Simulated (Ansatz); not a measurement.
# ScB (hypothetical, Pm-3m): thermal expansion from first principles

Aim: the lattice, expansion, heat capacity and bulk modulus of ScB (hypothetical) as it warms. The compound is hypothetical: it was made by swapping elements on a known structure type.

Calculated with Ansatz 0.2.0; DFT PBEsol, scalar-relativistic, plane waves, PAW.

## (1) Starting point

It takes space group Pm-3m (No. 221, cubic). Conventional cell: a = 3.232 Å, b = 3.232 Å, c = 3.232 Å, α = 90.00°, β = 90.00°, γ = 90.00°. Sc has 8 B at 2.80 Å nearest. Nearest to B lie 8 Sc at 2.80 Å. Farther neighbours are not listed.

## (2) Probe on a coarse mesh

A cheap single point shows whether the cell is a metal or an insulator and how far it is from rest; that sets the k-mesh and the occupations of what follows.

Contents of input.yaml:

```yaml
crystal:
  lattice:
    - [3.23161, 0.0, 0.0]
    - [0.0, 3.23161, 0.0]
    - [0.0, 0.0, 3.23161]
  atoms:
    - { symbol: Sc, position: [0.5, 0.5, 0.5] }
    - { symbol: B, position: [0.0, 0.0, 0.0] }
kpoints:
  mp_grid: { grid: [6, 6, 6] }
hamiltonian:
  xc: pbesol
scf:
  occupations: { method: gaussian, width: 0.1 }
output:
  forces: true
  stress: true
  eigenvalues: true
```

Launch:

```sh
ansatz run input.yaml --threads 4 --pin off --max-ram 8192MiB --backend cpu --events-out ev --progress --plain --runs-dir out
```

Numbers of over 12 decimals in the logs are rounded to 6 here.

What it wrote:

```text
Engine: ansatz 0.2.0, aarch64-unknown-linux-gnu
Pseudopotentials: kind: paw
Pseudopotential: Sc, paw, valence charge 11, recommended cutoff 420 eV (normal), Sc.paw.azcp
Pseudopotential: B, paw, valence charge 3, recommended cutoff 420 eV (normal), B.paw.azcp
Functional definition: PBEsol
  exchange = pbesol_x
  correlation = pbesol_c
Crystal: 2 atoms, lattice volume = 33.749 Å³
Basis set: ecut = 420 eV, 691 PW (Γ), exchange–correlation on 48×48×48 points (8 copies of the dense FFT grid, shifted against one another)
Bands: 11, of which v1, the nominal top of the filled ones, is band 7 counted from 1 (6 counted from 0)
Symmetry: 48 space group operations
Space group: Pm-3m (ITA 221), of the structure as read, at distance tolerance 3.2e-5 Å
k-points: 20 of 216
Non-local potential: Sc, projectors of the file, l = 0: 3, l = 1: 2, l = 2: 3, l = 3: 1
Non-local potential: B, projectors of the file, l = 0: 2, l = 1: 2, l = 2: 1
PAW form: soft (Blöchl's): semilocal exchange-correlation on the pseudo side does not see the compensation charge
PAW frozen core: Sc, regenerated for the run's functional, and the local potential with it (the file was generated under x = pbe(κ = 0.804, μ = 0.219515), c = pbe(β = 0.066725))
PAW frozen core: B, regenerated for the run's functional, and the local potential with it (the file was generated under x = pbe(κ = 0.804, μ = 0.219515), c = pbe(β = 0.066725))
PAW one-centre angular grid: Sc, 590 points (default); XC on 64 Gauss nodes
PAW one-centre angular grid: B, 110 points (default); XC on 64 Gauss nodes
Initial density: superposition of atomic densities (neutral atoms: chi_scale 0, normalization atom), corrected by the library's trained network
Initial wavefunctions: pseudopotential atomic-orbital guess
Functional: x = pbesol(κ = 0.804, μ = 0.123457), c = pbesol(β = 0.046)
SCF iter   1: F=—  HF=-2263.367626 eV  |F-HF|=—  |Δ(HF+E_count)|=         —  Δρ=6.45e-3  dr2=2.75e-2  ethr=1.77e-3  ⟨swp⟩=4.0  Hψ=1049  notcnv=0
preconditioner: auto → none  [metal: Δε(μ)=0.078 eV  Ē_g=5.129 eV  σ=0.100 eV  W_gap=0.42  n_scr=6 (ndim 8)  ℏωp=15.7 eV  f_vac=0.000  D(μ)=1.52/eV (n_scr^D=18)  sad-step TF]
SCF iter   2: F=—  HF=-2263.364138 eV  |F-HF|=—  |Δ(HF+E_count)|=   3.49e-3  Δρ=4.08e-3  dr2=1.20e-2  ethr=1.96e-4  ⟨swp⟩=1.0  Hψ=380  notcnv=0
SCF iter   3: F=—  HF=-2263.362155 eV  |F-HF|=—  |Δ(HF+E_count)|=   1.98e-3  Δρ=4.91e-4  dr2=4.63e-5  ethr=8.57e-5  ⟨swp⟩=1.9  Hψ=262  notcnv=0
SCF iter   4: F=—  HF=-2263.362168 eV  |F-HF|=—  |Δ(HF+E_count)|=   1.33e-5  Δρ=1.03e-4  dr2=1.51e-6  ethr=3.31e-7  ⟨swp⟩=2.4  Hψ=324  notcnv=0
iter 5 did not close the SCF: its close was put off for the readings that it lacked (scf_convergence_deferred on its scf_iter line)
SCF iter   5: F=-2263.362169 eV  HF=-2263.362169 eV  |F-HF|=4.02e-9  |Δ(HF+E_count)|=   7.32e-7  Δρ=6.92e-6  dr2=1.30e-8  ethr=1.08e-8  ⟨swp⟩=1.7  Hψ=262  notcnv=0
SCF iter   6: F=-2263.362169 eV  HF=-2263.362169 eV  |F-HF|=1.68e-11  |Δ(HF+E_count)|=   1.84e-9  Δρ=5.63e-7  dr2=7.81e-11  ethr=9.28e-11  ⟨swp⟩=1.6  Hψ=659  notcnv=0
SCF 1 converged in 6 iterations: F = -2263.362169 eV  dr2 = 7.81e-11
  greatest PAW one-centre occupation: 0.998 electrons in one spin orbital (limit 2), on the Sc atom at site 0 (counted from 0), in its partial waves of l = 0
SCF converged after 6 iterations
Free energy (F): -2263.362169 eV
Harris-Foulkes:  -2263.362169 eV  (|F-HF|=1.68e-11)
Internal energy: -2263.353393 eV  (E = F + TS)
E sigma→0 (E₀):  -2263.357781 eV
Entropy (-TS):   -0.008776 eV (-4.388 meV/atom)
Fermi energy:    8.537476 eV
--- Per-component energies (eV) ---
  E_band       = -167.202929
  E_kinetic    = 297.366161
  E_local      = -875.555463  (includes V_loc(G=0)·N_el)
  E_nonlocal   = 94.988570
  E_hartree    = 297.762631
  E_xc         = -131.808135
  E_vxc        = -162.077009  (∫ρ·V_xc dr)
  E_paw        = -1006.559647  (= ΣΔE_a)
  E_vpaw       = -117.450383  (= ΣTr[D̂ρ^β])
  E_aug_tail   = 0.000007  (compensation charges beyond the density's cutoff)
  E_ewald      = -939.691253
  E_core_change = 0.143736  (= ΣΔE_core)
  E_smearing   = -0.008776  (= −TS)
  E_closure    = 0.000000  (closes the sum)
  Σ components = -2263.362169   (vs F -2263.362169, Δ=0.00e0)
--- Forces (eV/Å), atoms counted from 1 ---
  atom   1  Sc     0.00000000    -0.00000000     0.00000000
  atom   2  B     -0.00000000     0.00000000     0.00000000
  max |Σ_I F_I| component: 3.24e-30 eV/Å
--- Stress (GPa, compression-positive) ---
      -21.513113       0.000000       0.000000
        0.000000     -21.513113      -0.000000
        0.000000      -0.000000     -21.513113
  P = ⅓ Tr σ = -21.5131 GPa (-215.131 kbar)
--- Band table (eV; the first three rows and the last of 20) ---
  k-point 0: bands = [... 3 lower, -19.5238, 0.0137, 8.4079, 8.4079, 10.8511, 10.8511, 10.8511, 11.6678]
  k-point 1: bands = [... 3 lower, -19.5182, 0.3872, 7.7033, 8.5510, 10.0764, 10.0764, 10.7807, 11.7053]
  k-point 2: bands = [... 3 lower, -19.5070, 1.4098, 5.7714, 8.8654, 9.3293, 9.3293, 11.6903, 11.7817]
  k-point 19: bands = [... 3 lower, -19.6999, 5.6494, 5.9148, 5.9148, 5.9148, 12.5529, 12.5529, 13.9307]
```

Wall time 0.37 s (4 threads of Arm Neoverse V1, shared host); peak memory 0.28 GiB; 0.9 s of CPU time.

The column dr2 measures how far the density is from self-consistency, as an energy; F and HF (Harris–Foulkes) agree once it is small.

This step gave:

| Item | Value |
| --- | --- |
| pressure | -21.51 GPa |
| volume per atom | 16.87 Å³ |
| gap on the k-mesh | 0 eV |

The start is under -22 GPa at this level and looks like a metal on this mesh.

## (3) A loose first relaxation

The start is far from rest, so a relaxation with loose thresholds first brings it near the minimum.

Edit input.yaml of step 2 so:

```diff
@@ -18 +18,6 @@
   eigenvalues: true
+relax:
+  adjacent_minimum: "off"
+  f_tol: 0.05
+  max_steps: 80
+  cell: { stress_tol: 0.5 }
```

What it wrote:

```text
[...]
Crystal: 2 atoms, lattice volume = 33.749 Å³
Basis set: ecut = 420 eV, 691 PW (Γ), exchange–correlation on 48×48×48 points (8 copies of the dense FFT grid, shifted against one another)
Bands: 11, of which v1, the nominal top of the filled ones, is band 7 counted from 1 (6 counted from 0)
Symmetry: 48 space group operations
[...]
k-points: 20 of 216
[...]
SCF iter   1: F=—  HF=-2263.367626 eV  |F-HF|=—  |Δ(HF+E_count)|=         —  Δρ=6.45e-3  dr2=2.75e-2  ethr=1.77e-3  ⟨swp⟩=4.0  Hψ=1049  notcnv=0
[...]
SCF iter   6: F=-2263.362169 eV  HF=-2263.362169 eV  |F-HF|=1.68e-11  |Δ(HF+E_count)|=   1.84e-9  Δρ=5.63e-7  dr2=7.81e-11  ethr=9.28e-11  ⟨swp⟩=1.6  Hψ=659  notcnv=0
SCF 1 converged in 6 iterations: F = -2263.362169 eV  dr2 = 7.81e-11
[...]
relax step   1: F+E_penalty+E_count = -2263.36216852 eV  Δ(F+E_penalty+E_count) = +0.000e0 eV  max|allowed force component| = 2.525e-29 eV/Å  Δτ_max = 0.0000 Å  P = -21.513 GPa  Ω = 33.749 Å³  (6 SCF iters, dr2 threshold 1.00e-7 eV, accepted)
Crystal: 2 atoms, lattice volume = 29.050 Å³
Basis set: ecut = 420 eV, 587 PW (Γ), exchange–correlation on 48×48×48 points (8 copies of the dense FFT grid, shifted against one another)
[...]
iter 1 solved again at ethr=4.98e-5 eV; its pass at ethr=3.10e-3 eV (dr2=6.98e-3 eV) is discarded
[...]
SCF iter   6: F=-2263.908736 eV  HF=-2263.908736 eV  |F-HF|=2.23e-11  |Δ(HF+E_count)|=  2.52e-10  Δρ=3.98e-7  dr2=3.14e-11  ethr=2.76e-12  ⟨swp⟩=1.0  Hψ=662  notcnv=0
SCF 2 converged in 6 iterations: F = -2263.908736 eV  dr2 = 3.14e-11
relax step   2: F+E_penalty+E_count = -2263.90873603 eV  Δ(F+E_penalty+E_count) = -5.466e-1 eV  max|allowed force component| = 1.049e-29 eV/Å  Δτ_max = 0.0000 Å  P = -14.297 GPa  Ω = 29.050 Å³  energy of the carried Pulay correction = +1.588e-3 eV  (6 SCF iters, dr2 threshold 2.00e-7 eV, accepted)
Crystal: 2 atoms, lattice volume = 24.808 Å³
Basis set: ecut = 420 eV, 461 PW (Γ), exchange–correlation on 48×48×48 points (8 copies of the dense FFT grid, shifted against one another)
[...]
SCF iter   5: F=-2264.099272 eV  HF=-2264.099272 eV  |F-HF|=1.65e-8  |Δ(HF+E_count)|=   8.15e-6  Δρ=1.17e-5  dr2=3.52e-8  ethr=1.43e-9  ⟨swp⟩=3.0  Hψ=815  notcnv=0
the search or the solves at the SCF's close seem to have found levels that the self-consistency loop had missed (the run counts 1). By its estimate they hold under 1e-12 electrons; where the run keeps them, the occupations were computed again with them
SCF 3 converged in 5 iterations: F = -2264.099272 eV  dr2 = 3.52e-8
relax step   3: F+E_penalty+E_count = -2264.09927185 eV  Δ(F+E_penalty+E_count) = -1.905e-1 eV  max|allowed force component| = 8.349e-30 eV/Å  Δτ_max = 0.0000 Å  P = +2.301 GPa  Ω = 24.808 Å³  energy of the carried Pulay correction = +3.241e-3 eV  (5 SCF iters, dr2 threshold 2.00e-7 eV, accepted)
[...]
relax step   4: F+E_penalty+E_count = -2264.10186316 eV  Δ(F+E_penalty+E_count) = -2.591e-3 eV  max|allowed force component| = 4.273e-30 eV/Å  Δτ_max = 0.0000 Å  P = -0.502 GPa  Ω = 25.321 Å³  energy of the carried Pulay correction = +3.029e-3 eV  (4 SCF iters, dr2 threshold 2.00e-7 eV, accepted)
[...]
relax step   5: F+E_penalty+E_count = -2264.10205059 eV  Δ(F+E_penalty+E_count) = -1.874e-4 eV  max|allowed force component| = 4.092e-30 eV/Å  Δτ_max = 0.0000 Å  P = -0.011 GPa  Ω = 25.227 Å³  energy of the carried Pulay correction = +3.067e-3 eV  (3 SCF iters, dr2 threshold 2.00e-7 eV, accepted)
Basis set: ecut = 420 eV, 485 PW (Γ), exchange–correlation on 40×40×40 points (8 copies of the dense FFT grid, shifted against one another)
[...]
SCF iter   5: F=-2264.100528 eV  HF=-2264.100528 eV  |F-HF|=1.14e-11  |Δ(HF+E_count)|=   2.77e-9  Δρ=1.02e-6  dr2=7.54e-11  ethr=1.43e-11  ⟨swp⟩=3.5  Hψ=593  notcnv=0
SCF 6 converged in 5 iterations: F = -2264.100528 eV  dr2 = 7.54e-11
relax step   6: F+E_penalty+E_count = -2264.10052757 eV  Δ(F+E_penalty+E_count) = +1.523e-3 eV  max|allowed force component| = 6.385e-30 eV/Å  Δτ_max = 0.0000 Å  P = -0.066 GPa  Ω = 25.227 Å³  stress off target by 6.55e-2 GPa  SCF on the basis re-selected at this cell (its energy is not comparable with the rows above)  (5 SCF iters)
basis re-selected at this cell: Δ(F+E_penalty+E_count) = +1.523e-3 eV, ΔP = -0.055 GPa vs the last step (what re-selecting the basis moved, of the pressure what is left beyond the Pulay correction that the steps carried, after the strain that the cell walked since its last selection, with what the two solves' SCF thresholds leave and, on support functions, any second-order correction that the steps lacked; it is no measure of the basis error at this ecutwfc). The dense FFT grid was sized anew with the basis: this SCF ran on 20×20×20 points, the steps before it on 24×24×24, so part of this shift can come from that change (see relax.cell in the input reference). [rest of the remark cut]
SCF converged after 5 iterations
Free energy (F): -2264.100528 eV
[...]
Internal energy: -2264.098774 eV  (E = F + TS)
E sigma→0 (E₀):  -2264.099651 eV
Entropy (-TS):   -0.001754 eV (-0.877 meV/atom)
Fermi energy:    12.352708 eV
[...]
--- Stress (GPa, compression-positive) ---
       -0.065529       0.000000       0.000000
       -0.000000      -0.065529       0.000000
        0.000000       0.000000      -0.065529
  P = ⅓ Tr σ = -0.0655 GPa (-0.655 kbar)
--- Band table (eV; the first three rows and the last of 20) ---
  k-point 0: bands = [... 3 lower, -14.9205, 2.4649, 11.7179, 11.7179, 15.1093, 15.1093, 15.1093, 16.5244]
  k-point 1: bands = [... 3 lower, -14.9043, 2.9613, 11.0500, 11.9285, 14.1174, 14.1174, 15.2039, 16.5849]
  k-point 2: bands = [... 3 lower, -14.8716, 4.2985, 8.9805, 12.4040, 13.0704, 13.0704, 16.5461, 16.7090]
  k-point 19: bands = [... 3 lower, -15.3598, 8.4394, 8.4394, 8.4394, 9.9593, 17.8843, 17.8843, 19.5344]
--- Relaxed structure (5 steps of the walk, 5 accepted, 1 SCFs on fresh bases) ---
  F+E_penalty+E_count = -2264.10052757 eV   max|allowed force component| = 6.385e-30 eV/Å   (the final SCF, on the basis selected at the relaxed cell)
  cell:  # Å, volume = 25.2272 Å³
    - [2.932851, 0, 0]
    - [0, 2.932851, 0]
    - [0, 0, 2.932851]
  atoms:
    - { symbol: Sc, position: [0.5, 0.5, 0.5] }
    - { symbol: B, position: [0, 0, 0] }
```

The job ended after 1.7 s (4 threads; peak memory 0.29 GiB; 4.8 s of CPU time).

Relaxation path:

| step | energy less that of the first step (eV) | largest force component (eV/Å) | pressure (GPa) | volume (Å³) |
| --- | --- | --- | --- | --- |
| 1 | 0.0000 | 0.0000 | -21.51 | 33.75 |
| 2 | -0.5466 | 0.0000 | -14.30 | 29.05 |
| 3 | -0.7371 | 0.0000 | 2.30 | 24.81 |
| 4 | -0.7397 | 0.0000 | -0.50 | 25.32 |
| 5 | -0.7399 | 0.0000 | -0.01 | 25.23 |
| 6* | -0.7384 | 0.0000 | -0.07 | 25.23 |

Relaxation steps marked * repeat the geometry before them on a plane-wave basis chosen anew for their cell, so energy and pressure can jump there.

Forces are held to the 48 operations that the run works with; a distortion that breaks them can't arise in this run.

| conventional cell, symmetrised | before | after | change |
| --- | --- | --- | --- |
| a (Å) | 3.232 | 2.933 | -9.2 % |
| b (Å) | 3.232 | 2.933 | -9.2 % |
| c (Å) | 3.232 | 2.933 | -9.2 % |
| volume (Å³/atom) | 16.87 | 12.61 | -25.2 % |

Final coordinates:

```xyz
2
Lattice="2.9329 0.0000 0.0000 0.0000 2.9329 0.0000 0.0000 0.0000 2.9329" Properties=species:S:1:pos:R:3 pbc="T T T"
Sc    1.4664    1.4664    1.4664
B     0.0000    0.0000    0.0000
```

Numbers from this step:

- pressure: -0.06553 GPa
- volume per atom: 12.61 Å³

The relaxation ends with a pressure of -0.07 GPa.

## (4) Relaxation

Phonons are second derivatives about a minimum, so cell and atoms are relaxed first, inside the symmetry of the start.

input.yaml, the sections that differ from step 3:

```yaml
crystal:
  lattice:
    - [2.9328507327, 0.0, 0.0]
    - [0.0, 2.9328507327, 0.0]
    - [0.0, 0.0, 2.9328507327]
  atoms:
    - { symbol: Sc, position: [0.5, 0.5, 0.5] }
    - { symbol: B, position: [0.0, 0.0, 0.0] }
kpoints:
  mp_grid: { grid: [14, 14, 14] }
relax:
  adjacent_minimum: "off"
  f_tol: 0.005
  max_steps: 80
  cell: { stress_tol: 0.05 }
# hamiltonian, scf, output: as in step 3
```

What it wrote:

```text
[...]
Crystal: 2 atoms, lattice volume = 25.227 Å³
Basis set: ecut = 420 eV, 485 PW (Γ), exchange–correlation on 40×40×40 points (8 copies of the dense FFT grid, shifted against one another)
Bands: 11, of which v1, the nominal top of the filled ones, is band 7 counted from 1 (6 counted from 0)
Symmetry: 48 space group operations
[...]
k-points: 120 of 2744
[...]
k-point 119: bands = [... 3 lower, -15.3514, 8.4386, 8.4386, 8.4386, 9.9536, 17.8924, 17.8924, 19.5355]
--- Relaxed structure (1 steps of the walk, 1 accepted, 1 SCFs on fresh bases) ---
[...]
cell:  # Å, volume = 25.2272 Å³
    - [2.9328507327, 0.0, 0.0]
    - [0.0, 2.9328507327, 0.0]
    - [0.0, 0.0, 2.9328507327]
  atoms:
    - { symbol: Sc, position: [0.5, 0.5, 0.5] }
    - { symbol: B, position: [0.0, 0.0, 0.0] }
[key lines of the parts left out:]
SCF converged after 7 iterations
Free energy (F): -2264.103176 eV
Fermi energy:    12.297289 eV
P = ⅓ Tr σ = 0.0089 GPa (0.089 kbar)
```

Run time: 1.5 s. Hardware: 4 threads; peak memory 0.34 GiB.

Little changed from the start: no atom moved by 0.005 Å and no cell edge by 0.1 %.

This step gave:

* pressure: 0.008856 GPa

## (5) Tight relaxation

The relaxation is repeated with tighter thresholds on force and stress, since phonons are sensitive to what is left; a change of mesh or smearing in the input moves the cell too.

input.yaml, the sections that differ from step 4:

```yaml
kpoints:
  mp_grid: { grid: [16, 16, 16] }
scf:
  occupations: { method: methfessel_paxton, width: 0.2 }
relax:
  adjacent_minimum: "off"
  f_tol: 0.001
  max_steps: 60
  cell: { stress_tol: 0.01 }
# crystal, hamiltonian, output: as in step 4
```

What it wrote:

```text
[...]
Crystal: 2 atoms, lattice volume = 25.227 Å³
Basis set: ecut = 420 eV, 485 PW (Γ), exchange–correlation on 40×40×40 points (8 copies of the dense FFT grid, shifted against one another)
Bands: 11, of which v1, the nominal top of the filled ones, is band 7 counted from 1 (6 counted from 0)
Symmetry: 48 space group operations
[...]
k-points: 165 of 4096
[...]
k-point 164: bands = [... 3 lower, -15.3559, 8.4377, 8.4377, 8.4377, 9.9535, 17.8874, 17.8874, 19.5321]
--- Relaxed structure (2 steps of the walk, 2 accepted, 1 SCFs on fresh bases) ---
[...]
cell:  # Å, volume = 25.2307 Å³
    - [2.932985, 0, 0.0]
    - [0, 2.932985, 0]
    - [0.0, 0, 2.932985]
  atoms:
    - { symbol: Sc, position: [0.500000, 0.500000, 0.500000] }
    - { symbol: B, position: [0, 0, 0] }
[key lines of the parts left out:]
SCF converged after 4 iterations
Free energy (F): -2264.101279 eV
Fermi energy:    12.274547 eV
P = ⅓ Tr σ = -0.0048 GPa (-0.048 kbar)
```

Wall time 2.5 s (4 threads); peak memory 0.36 GiB.

Little changed from the start: no atom moved by 0.005 Å and no cell edge by 0.1 %.

This step gave:

- pressure: -0.004791 GPa
- volume per atom: 12.62 Å³

The residual pressure is -0.0048 GPa, small enough for phonons.

(Part 1 of 4 ends here.)

[Logs are printed without paths, hosts, clocks, repeated set-up lines and the standing remarks that a program may print on its own settings, such as how far it seeks lower states.]

[Hosts, paths, dates, database ids (printed as entryN), source tags and the programs' standing remarks are cut or masked in the printed files.]

[A step with changed settings may run another functional than the one named; its input shows which.]

[Pressures of single members of a volume series are the stress at the run's cutoff; with an incomplete basis they can lie off −dE/dV of the same runs, and they are not shown converged.]
